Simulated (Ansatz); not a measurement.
# AlGa3As4: complex band structure

A new crystal, AlGa3As4: structure, gap and complex bands. It is built by putting As for N in the AlGa3N4 structure of space group Pm, with the volume rescaled by atomic radii. The parent structure comes from the Materials Project.

Calculated with Ansatz 0.2.0; r2SCAN DFT, plane waves, PAW files, in the first sound run; inputs show where later runs differ.

The structure was built from a prototype and need not be the compound's stable phase.

### Step 1. The structure

The structure is monoclinic, space group Pm (No. 6). Conventional cell: a = 5.820 Å, b = 3.582 Å, c = 6.202 Å, α = 90.00°, β = 90.04°, γ = 90.00°. Nearest to Al lie 4 As at 2.14 to 2.15 Å. Ga has 4 As at 2.19 to 2.21 Å nearest. Nearest to Ga lie 4 As at 2.19 to 2.23 Å. Nearest to Ga lie 4 As at 2.21 to 2.22 Å. Nearest to As lie 1 Al at 2.14 Å and 3 Ga at 2.21 Å. Nearest to As lie 2 Al at 2.15 Å and 2 Ga at 2.22 to 2.23 Å. It derives from AlGa3N4. As for N in the AlGa3N4 structure of space group Pm. Farther neighbours are not listed.

### Step 2. Relaxing the new crystal

The substituted atoms don't fit the parent's cell, so cell and atoms relax together. A small smearing keeps the run stable in case the gap closes on the way.

File input.yaml:

```yaml
crystal:
  lattice:
    - [5.8198104071, 0.0, 0.0]
    - [0.0, 3.5820561118, 0.0]
    - [-0.0042046165, 0.0, 6.2021701284]
  atoms:
    - { symbol: Al, position: [0.00050108, 0.5, 0.6673044] }
    - { symbol: Ga, position: [0.49913931, 0.5, 0.33514653] }
    - { symbol: Ga, position: [0.49913488, 0.0, 0.83132616] }
    - { symbol: Ga, position: [0.99990822, 0.0, 0.16624089] }
    - { symbol: As, position: [0.11923844, 0.5, 0.34129715] }
    - { symbol: As, position: [0.11682905, 0.0, 0.82526452] }
    - { symbol: As, position: [0.62024701, 0.0, 0.16615093] }
    - { symbol: As, position: [0.63260202, 0.5, 0.66727042] }
kpoints:
  mp_grid: { grid: [4, 6, 4] }
scf:
  occupations: { method: gaussian, width: 0.03 }
hamiltonian:
  xc: r2scan
output:
  forces: true
  stress: true
relax:
  f_tol: 0.02
  max_steps: 60
  cell: {}
```

The run is started by

```bash
$ ansatz run input.yaml --threads 2 --pin off --max-ram 4096MiB --backend cpu --events-out ev --progress --plain --runs-dir out
```

Numbers of over 12 decimals in the logs are rounded to 6 here.

Log:

```text
Engine: ansatz 0.2.0, x86_64-unknown-linux-gnu
Pseudopotentials: kind: paw
Pseudopotential: Al, paw, valence charge 3, recommended cutoff 500 eV (meta_gga), Al.paw.azcp
Pseudopotential: Ga, paw, valence charge 13, recommended cutoff 500 eV (meta_gga), Ga.paw.azcp
Pseudopotential: As, paw, valence charge 15, recommended cutoff 500 eV (meta_gga), As.paw.azcp
Functional definition: r2SCAN
  parameter k0 = 0.174
  parameter k1 = 0.065
  parameter a1 = 4.9479
  exchange = r2scan_x(k0 = k0, k1 = k1, a1 = a1)
  correlation = r2scan_c
Crystal: 8 atoms, lattice volume = 129.296 Å³
Basis set: ecut = 500 eV, 3271 PW (Γ), exchange–correlation on 180×108×192 points (64 copies of the dense FFT grid, shifted against one another)
Bands: 62, of which v1, the nominal top of the filled ones, is band 51 counted from 1 (50 counted from 0)
Symmetry: 2 space group operations
Space group: Pm (ITA 6), of the structure as read, at distance tolerance 5.1e-5 Å
k-points: 40 of 96 (time reversal used)
Non-local potential: Al, projectors of the file, l = 0: 2, l = 1: 2, l = 2: 1
Non-local potential: Ga, projectors of the file, l = 0: 2, l = 1: 2, l = 2: 3, l = 3: 1
Non-local potential: As, projectors of the file, l = 0: 2, l = 1: 2, l = 2: 3, l = 3: 1
PAW form: soft (Blöchl's): semilocal exchange-correlation on the pseudo side does not see the compensation charge
PAW frozen core: Al, regenerated for the run's functional (the file was generated under x = pbe(κ = 0.804, μ = 0.219515), c = pbe(β = 0.066725))
PAW frozen core: Ga, regenerated for the run's functional (the file was generated under x = pbe(κ = 0.804, μ = 0.219515), c = pbe(β = 0.066725))
PAW frozen core: As, regenerated for the run's functional (the file was generated under x = pbe(κ = 0.804, μ = 0.219515), c = pbe(β = 0.066725))
PAW one-centre angular grid: Al, 302 points (default); XC on 160 Gauss nodes
PAW one-centre angular grid: Ga, 590 points (default); XC on 160 Gauss nodes
PAW one-centre angular grid: As, 590 points (default); XC on 160 Gauss nodes
Initial density: superposition of atomic densities (neutral atoms: chi_scale 0, normalization atom), corrected by the library's trained network
Initial wavefunctions: pseudopotential atomic-orbital guess
Functional: x = r2scan, c = r2scan; τ floored in thin density (d = 2e-4 eV/Å³)
SCF iter   1: F=—  HF=-31366.614795 eV  |F-HF|=—  |Δ(HF+E_count)|=         —  Δρ=7.47e-3  dr2=4.90e-2  dr2_τ=8.51e-2  ethr=1.77e-3  ⟨swp⟩=6.2  Hψ=10053  notcnv=0  defer=17
preconditioner: auto → Resta (q_TF=auto, 2.623 Å⁻¹)  ε∞=3.5  [insulator: Δε(μ)=0.824 eV  Ē_g=16.167 eV  σ=0.030 eV  W_gap=1.00  n_scr=38 (ndim 8)  ℏωp=25.7 eV  f_vac=0.018  D(μ)=0.00/eV (n_scr^D=0)  ε∞_Penn≈3.5]
SCF iter   2: F=—  HF=-31366.776499 eV  |F-HF|=—  |Δ(HF+E_count)|=   1.62e-1  Δρ=2.80e-3  dr2=9.44e-3  dr2_τ=2.01e-4  ethr=4.80e-5  ⟨swp⟩=3.0  Hψ=5437  notcnv=0  defer=182
SCF iter   3: F=—  HF=-31366.775623 eV  |F-HF|=—  |Δ(HF+E_count)|=   8.76e-4  Δρ=2.08e-3  dr2=4.48e-3  dr2_τ=3.88e-5  ethr=9.25e-6  ⟨swp⟩=2.0  Hψ=3496  notcnv=0  defer=102
automatic band count: iteration 3 solves 60 bands in place of 62: the levels show a gap, and the empty bands left out lie too high to hold charge; the band table lists the bands solved (type scf.n_extra_bands for more)
SCF iter   4: F=—  HF=-31366.775674 eV  |F-HF|=—  |Δ(HF+E_count)|=   5.16e-5  Δρ=6.25e-4  dr2=7.10e-4  dr2_τ=7.52e-6  ethr=4.39e-6  ⟨swp⟩=3.0  Hψ=4539  notcnv=0  defer=102
SCF iter   5: F=—  HF=-31366.775330 eV  |F-HF|=—  |Δ(HF+E_count)|=   3.44e-4  Δρ=1.69e-4  dr2=3.72e-5  dr2_τ=1.03e-6  ethr=6.96e-7  ⟨swp⟩=2.0  Hψ=4338  notcnv=0  defer=102
SCF iter   6: F=—  HF=-31366.775330 eV  |F-HF|=—  |Δ(HF+E_count)|=   1.89e-7  Δρ=5.53e-5  dr2=5.26e-6  dr2_τ=1.01e-7  ethr=3.65e-8  ⟨swp⟩=2.0  Hψ=4338  notcnv=0  defer=102
SCF iter   7: F=—  HF=-31366.775332 eV  |F-HF|=—  |Δ(HF+E_count)|=   1.41e-6  Δρ=1.42e-5  dr2=2.85e-7  dr2_τ=4.10e-9  ethr=5.16e-9  ⟨swp⟩=3.0  Hψ=4338  notcnv=0  defer=102
SCF iter   8: F=-31366.775332 eV  HF=-31366.775332 eV  |F-HF|=6.16e-8  |Δ(HF+E_count)|=   8.71e-8  Δρ=5.81e-6  dr2=3.40e-8  dr2_τ=4.27e-10  ethr=9.80e-11  ⟨swp⟩=4.3  Hψ=8708  notcnv=0
SCF 1 converged in 8 iterations: F = -31366.775332 eV  dr2 = 3.40e-8
  greatest PAW one-centre occupation: 0.999 electrons in one spin orbital (limit 2), on the As atom at site 6 (counted from 0), in its partial waves of l = 2
relax step   1: F+E_penalty+E_count = -31366.77533155 eV  Δ(F+E_penalty+E_count) = +0.000e0 eV  max|allowed force component| = 1.382e0 eV/Å  Δτ_max = 0.0000 Å  P = +53.224 GPa  Ω = 129.296 Å³  (8 SCF iters, dr2 threshold 1.00e-7 eV, accepted)
Crystal: 8 atoms, lattice volume = 147.578 Å³
Basis set: ecut = 500 eV, 3743 PW (Γ), exchange–correlation on 180×108×192 points (64 copies of the dense FFT grid, shifted against one another)
Initial density: handed on by an earlier stage of this run
Initial wavefunctions: those handed on with the density
iter 1 solved again at ethr=1.09e-4 eV; its pass at ethr=3.10e-3 eV (dr2=1.11e-1 eV) is discarded
SCF iter   1: F=—  HF=-31370.638537 eV  |F-HF|=—  |Δ(HF+E_count)|=         —  Δρ=8.01e-3  dr2=1.10e-1  dr2_τ=1.61e-1  ethr=1.09e-4  ⟨swp⟩=2.4  Hψ=14698  notcnv=0
automatic band count: iteration 1 solves 59 bands in place of 62: the levels show a gap, and the empty bands left out lie too high to hold charge; the band table lists the bands solved (type scf.n_extra_bands for more)
preconditioner: auto → Resta (q_TF=auto, 2.565 Å⁻¹)  ε∞=3.7  [insulator: Δε(μ)=1.280 eV  Ē_g=14.678 eV  σ=0.030 eV  W_gap=1.00  n_scr=38 (ndim 8)  ℏωp=24.1 eV  f_vac=0.056  D(μ)=0.00/eV (n_scr^D=0)  ε∞_Penn≈3.7]
SCF iter   2: F=—  HF=-31371.160653 eV  |F-HF|=—  |Δ(HF+E_count)|=   5.22e-1  Δρ=5.34e-3  dr2=5.67e-2  dr2_τ=3.70e-4  ethr=1.08e-4  ⟨swp⟩=4.6  Hψ=4883  notcnv=0
SCF iter   3: F=—  HF=-31371.153171 eV  |F-HF|=—  |Δ(HF+E_count)|=   7.48e-3  Δρ=1.54e-3  dr2=4.29e-3  dr2_τ=1.95e-4  ethr=5.56e-5  ⟨swp⟩=3.1  Hψ=3641  notcnv=0
SCF iter   4: F=—  HF=-31371.153287 eV  |F-HF|=—  |Δ(HF+E_count)|=   1.15e-4  Δρ=7.24e-4  dr2=7.99e-4  dr2_τ=8.47e-6  ethr=4.20e-6  ⟨swp⟩=2.0  Hψ=2822  notcnv=0
SCF iter   5: F=—  HF=-31371.153479 eV  |F-HF|=—  |Δ(HF+E_count)|=   1.93e-4  Δρ=3.04e-4  dr2=1.42e-4  dr2_τ=1.85e-6  ethr=7.83e-7  ⟨swp⟩=2.0  Hψ=4399  notcnv=0
SCF iter   6: F=—  HF=-31371.153399 eV  |F-HF|=—  |Δ(HF+E_count)|=   8.04e-5  Δρ=1.40e-4  dr2=2.34e-5  dr2_τ=2.46e-7  ethr=1.39e-7  ⟨swp⟩=2.5  Hψ=4430  notcnv=0
SCF iter   7: F=—  HF=-31371.153406 eV  |F-HF|=—  |Δ(HF+E_count)|=   6.67e-6  Δρ=2.78e-5  dr2=9.60e-7  dr2_τ=2.09e-8  ethr=2.30e-8  ⟨swp⟩=2.0  Hψ=3600  notcnv=0
[...]
SCF iter   4: F=—  HF=-31373.022654 eV  |F-HF|=—  |Δ(HF+E_count)|=   4.61e-4  Δρ=8.32e-4  dr2=7.51e-4  dr2_τ=1.10e-5  ethr=5.03e-6  ⟨swp⟩=2.0  Hψ=4653  notcnv=0  defer=1
SCF iter   5: F=—  HF=-31373.022489 eV  |F-HF|=—  |Δ(HF+E_count)|=   1.65e-4  Δρ=4.27e-4  dr2=4.36e-4  dr2_τ=3.42e-6  ethr=7.36e-7  ⟨swp⟩=2.4  Hψ=4674  notcnv=0  defer=1
SCF iter   6: F=—  HF=-31373.022443 eV  |F-HF|=—  |Δ(HF+E_count)|=   4.58e-5  Δρ=1.82e-4  dr2=5.50e-5  dr2_τ=4.10e-7  ethr=4.27e-7  ⟨swp⟩=2.0  Hψ=3596  notcnv=0  defer=1
SCF iter   7: F=—  HF=-31373.022447 eV  |F-HF|=—  |Δ(HF+E_count)|=   4.30e-6  Δρ=4.66e-5  dr2=4.25e-6  dr2_τ=3.33e-8  ethr=5.39e-8  ⟨swp⟩=2.2  Hψ=3832  notcnv=0  defer=1
SCF iter   8: F=-31373.022446 eV  HF=-31373.022447 eV  |F-HF|=3.07e-7  |Δ(HF+E_count)|=   2.77e-7  Δρ=2.23e-5  dr2=7.49e-7  dr2_τ=6.25e-9  ethr=7.84e-10  ⟨swp⟩=4.0  Hψ=12613  notcnv=0
SCF 3 converged in 8 iterations: F = -31373.022446 eV  dr2 = 7.49e-7
relax step   3: F+E_penalty+E_count = -31373.02244646 eV  Δ(F+E_penalty+E_count) = -1.869e0 eV  max|allowed force component| = 1.405e-1 eV/Å  Δτ_max = 0.0211 Å  P = +8.017 GPa  Ω = 166.635 Å³  energy of the carried Pulay correction = -9.064e-3 eV  (8 SCF iters, dr2 threshold 8.00e-7 eV, accepted)
[...]
relax step   4: F+E_penalty+E_count = -31373.35478726 eV  Δ(F+E_penalty+E_count) = -3.323e-1 eV  max|allowed force component| = 4.951e-2 eV/Å  Δτ_max = 0.0084 Å  P = +1.962 GPa  Ω = 177.702 Å³  energy of the carried Pulay correction = -1.133e-2 eV  (8 SCF iters, dr2 threshold 8.00e-7 eV, accepted)
[...]
relax step   5: F+E_penalty+E_count = -31373.37635430 eV  Δ(F+E_penalty+E_count) = -2.157e-2 eV  max|allowed force component| = 7.428e-2 eV/Å  Δτ_max = 0.0086 Å  P = -0.306 GPa  Ω = 183.002 Å³  energy of the carried Pulay correction = -1.236e-2 eV  (7 SCF iters, dr2 threshold 8.00e-7 eV, accepted)
[...]
relax step   6: F+E_penalty+E_count = -31373.38178617 eV  Δ(F+E_penalty+E_count) = -5.432e-3 eV  max|allowed force component| = 7.345e-3 eV/Å  Δτ_max = 0.0070 Å  P = -0.016 GPa  Ω = 182.287 Å³  energy of the carried Pulay correction = -1.223e-2 eV  (5 SCF iters, dr2 threshold 8.00e-7 eV, accepted)
Basis set: ecut = 500 eV, 4611 PW (Γ), exchange–correlation on 200×120×216 points (64 copies of the dense FFT grid, shifted against one another)
Initial wavefunctions: pseudopotential atomic-orbital guess (no wavefunctions were taken with the density)
iter 1 solved again at ethr=6.50e-7 eV; its pass at ethr=3.10e-3 eV (dr2=6.63e-4 eV) is discarded
SCF iter   1: F=—  HF=-31373.391475 eV  |F-HF|=—  |Δ(HF+E_count)|=         —  Δρ=9.84e-4  dr2=1.44e-4  dr2_τ=4.71e-5  ethr=6.50e-7  ⟨swp⟩=2.8  Hψ=14645  notcnv=0
preconditioner: auto → Resta (q_TF=auto, 2.477 Å⁻¹)  ε∞=3.3  [insulator: Δε(μ)=1.117 eV  Ē_g=14.372 eV  σ=0.030 eV  W_gap=1.00  n_scr=46 (ndim 8)  ℏωp=21.7 eV  f_vac=0.062  D(μ)=0.00/eV (n_scr^D=0)  ε∞_Penn≈3.3]
SCF iter   2: F=—  HF=-31373.399976 eV  |F-HF|=—  |Δ(HF+E_count)|=   8.50e-3  Δρ=6.01e-4  dr2=1.45e-4  dr2_τ=7.71e-5  ethr=1.41e-7  ⟨swp⟩=2.0  Hψ=4520  notcnv=0
SCF iter   3: F=—  HF=-31373.401364 eV  |F-HF|=—  |Δ(HF+E_count)|=   1.39e-3  Δρ=1.42e-4  dr2=5.58e-6  dr2_τ=5.80e-6  ethr=1.41e-7  ⟨swp⟩=2.0  Hψ=3712  notcnv=0
SCF iter   4: F=—  HF=-31373.401446 eV  |F-HF|=—  |Δ(HF+E_count)|=   8.19e-5  Δρ=2.23e-5  dr2=4.58e-7  dr2_τ=3.50e-8  ethr=5.47e-9  ⟨swp⟩=2.0  Hψ=3720  notcnv=0
SCF iter   5: F=—  HF=-31373.401447 eV  |F-HF|=—  |Δ(HF+E_count)|=   6.37e-7  Δρ=6.48e-6  dr2=4.59e-8  dr2_τ=4.06e-9  ethr=4.49e-10  ⟨swp⟩=2.0  Hψ=4383  notcnv=0
SCF iter   6: F=—  HF=-31373.401447 eV  |F-HF|=—  |Δ(HF+E_count)|=   1.44e-7  Δρ=3.09e-6  dr2=3.51e-9  dr2_τ=2.04e-9  ethr=4.50e-11  ⟨swp⟩=2.0  Hψ=4520  notcnv=0
SCF iter   7: F=—  HF=-31373.401447 eV  |F-HF|=—  |Δ(HF+E_count)|=   3.87e-8  Δρ=4.82e-7  dr2=3.95e-10  dr2_τ=2.99e-11  ethr=3.44e-12  ⟨swp⟩=2.0  Hψ=3720  notcnv=0
SCF iter   8: F=-31373.401447 eV  HF=-31373.401447 eV  |F-HF|=7.28e-12  |Δ(HF+E_count)|=  3.86e-10  Δρ=1.44e-7  dr2=3.82e-11  dr2_τ=7.18e-13  ethr=1.00e-12  ⟨swp⟩=4.2  Hψ=8768  notcnv=0
SCF 7 converged in 8 iterations: F = -31373.401447 eV  dr2 = 3.82e-11
relax step   7: F+E_penalty+E_count = -31373.40144698 eV  Δ(F+E_penalty+E_count) = -1.966e-2 eV  max|allowed force component| = 7.581e-3 eV/Å  Δτ_max = 0.0000 Å  P = +0.012 GPa  Ω = 182.287 Å³  stress off target by 1.71e-2 GPa  SCF on the basis re-selected at this cell (its energy is not comparable with the rows above)  (8 SCF iters)
basis re-selected at this cell: Δ(F+E_penalty+E_count) = -1.966e-2 eV, ΔP = +0.029 GPa vs the last step (what re-selecting the basis moved, of the pressure what is left beyond the Pulay correction that the steps carried, after the strain that the cell walked since its last selection, with what the two solves' SCF thresholds leave and, on support functions, any second-order correction that the steps lacked; it is no measure of the basis error at this ecutwfc). The dense FFT grid was sized anew with the basis: this SCF ran on 50×30×54 points, the steps before it on 45×27×48, so part of this shift can come from that change (see relax.cell in the input reference). [rest of the remark cut]
SCF converged after 8 iterations
Free energy (F): -31373.401447 eV
Harris-Foulkes:  -31373.401447 eV  (|F-HF|=7.28e-12)
Internal energy: -31373.401447 eV  (E = F + TS)
E sigma→0 (E₀):  -31373.401447 eV
Fermi energy:    8.052888 eV
--- Per-component energies (eV) ---
  E_band       = -1289.174212
  E_kinetic    = 782.209449
  E_local      = -14440.394122  (includes V_loc(G=0)·N_el)
  E_nonlocal   = -1388.400883
  E_hartree    = 7339.233126
  E_xc         = -520.714368
  E_vxc        = -546.909444  (∫ρ·V_xc dr)
  E_paw        = -13877.957760  (= ΣΔE_a)
  E_vpaw       = -402.180566  (= ΣTr[D̂ρ^β])
  E_aug_tail   = -0.000136  (compensation charges beyond the density's cutoff)
  E_vtau       = 28.035281  (kinetic-family band-sum trace: ∫τ·v_τ [+ j·A + Jᵃ·Aᵃ] dr)
  E_ewald      = -9259.527805
  E_core_change = -7.848949  (= ΣΔE_core)
  E_smearing   = -0.000000  (= −TS)
  E_closure    = 0.000000  (closes the sum)
  Σ components = -31373.401447   (vs F -31373.401447, Δ=0.00e0)
--- Forces (eV/Å), atoms counted from 1 ---
  atom   1  Al    -0.00115172     0.00000000     0.00158373
  atom   2  Ga    -0.00490286     0.00000000     0.00249753
  atom   3  Ga    -0.00757908     0.00000000    -0.00139270
  atom   4  Ga    -0.00054853     0.00000000    -0.00250499
  atom   5  As     0.00386718    -0.00000000    -0.00063558
  atom   6  As     0.00186760    -0.00000000     0.00048565
  atom   7  As     0.00293054    -0.00000000     0.00040761
  atom   8  As     0.00553390     0.00000000    -0.00044053
  max |Σ_I F_I| component: 1.70e-5 eV/Å
--- Stress (GPa, compression-positive) ---
        0.016020       0.000000       0.001744
        0.000000       0.006720       0.000000
        0.001737       0.000000       0.014111
  P = ⅓ Tr σ = 0.0123 GPa (0.123 kbar)
--- Relaxed structure (6 steps of the walk, 6 accepted, 1 SCFs on fresh bases) ---
  F+E_penalty+E_count = -31373.40144698 eV   max|allowed force component| = 7.581e-3 eV/Å   (the final SCF, on the basis selected at the relaxed cell)
  cell:  # Å, volume = 182.2869 Å³
    - [6.586364, -1.2482161579312675e-19, 0.00112429]
    - [0, 4.000440, -9.237143581563935e-17]
    - [-0.00356027, -1.599369242202099e-16, 6.918341]
  atoms:
    - { symbol: Al, position: [-0.00145492, 0.500000, 0.667168] }
    - { symbol: Ga, position: [0.497643, 0.500000, 0.333116] }
    - { symbol: Ga, position: [0.497405, -4.041858159049392e-19, 0.833429] }
    - { symbol: Ga, position: [0.998288, 0, 0.166352] }
    - { symbol: As, position: [0.123767, 0.500000, 0.333375] }
    - { symbol: As, position: [0.123719, -1.4753596977333365e-18, 0.832939] }
    - { symbol: As, position: [0.623938, -1.1424358062460137e-19, 0.166745] }
    - { symbol: As, position: [0.624295, 0.500000, 0.666876] }
```

Wall time 2.5 min (2 threads of Intel Xeon Platinum 8375C at 2.90GHz (Ice Lake), shared host); peak memory 1 GiB.

Relaxation path:

```
step  energy less that of the first step (eV)  largest force component (eV/Å)  pressure (GPa)  volume (Å³)
   1                                   0.0000                          1.3821           53.22       129.30
   2                                  -4.3781                          0.4861           24.65       147.58
   3                                  -6.2471                          0.1405            8.02       166.64
   4                                  -6.5795                          0.0495            1.96       177.70
   5                                  -6.6010                          0.0743           -0.31       183.00
   6                                  -6.6065                          0.0073           -0.02       182.29
  7*                                  -6.6261                          0.0076            0.01       182.29
```

Relaxation steps marked * repeat the geometry before them on a plane-wave basis chosen anew for their cell, so energy and pressure can jump there.

Forces are held to the 2 operations that the run works with; a distortion that breaks them can't arise in this run.

| cell as run | before | after | change |
| --- | --- | --- | --- |
| a (Å) | 5.820 | 6.586 | +13.2 % |
| b (Å) | 3.582 | 4.000 | +11.7 % |
| c (Å) | 6.202 | 6.918 | +11.5 % |
| β (°) | 90.04 | 90.02 | -0.0 % |
| volume (Å³/atom) | 16.16 | 22.79 | +41.0 % |

The atoms that moved most (Å, as changes of fractional coordinates times the final cell):

| atom | dx | dy | dz | length |
| --- | --- | --- | --- | --- |
| As6 | 0.045 | 0.000 | 0.053 | 0.070 |
| As5 | 0.030 | 0.000 | -0.055 | 0.062 |
| As8 | -0.055 | 0.000 | -0.003 | 0.055 |
| As7 | 0.024 | 0.000 | 0.004 | 0.025 |
| Ga3 | -0.011 | 0.000 | 0.015 | 0.018 |
| Ga2 | -0.010 | 0.000 | -0.014 | 0.017 |
| Al1 | -0.013 | 0.000 | -0.001 | 0.013 |
| Ga4 | -0.011 | 0.000 | 0.001 | 0.011 |

Numbers from this step:

```
free energy  : -31373.4014 eV
Fermi energy : 8.053 eV
pressure     : 0.01228 GPa
```

The largest force component on a free atom ends at 0.0076 eV/Å.

(Continued in part 2 of 3.)

[Logs are printed without paths, hosts, clocks, repeated set-up lines and the standing remarks that a program may print on its own settings, such as how far it seeks lower states.]

[Hosts, paths, dates, database ids (printed as entryN), source tags and the programs' standing remarks are cut or masked in the printed files.]
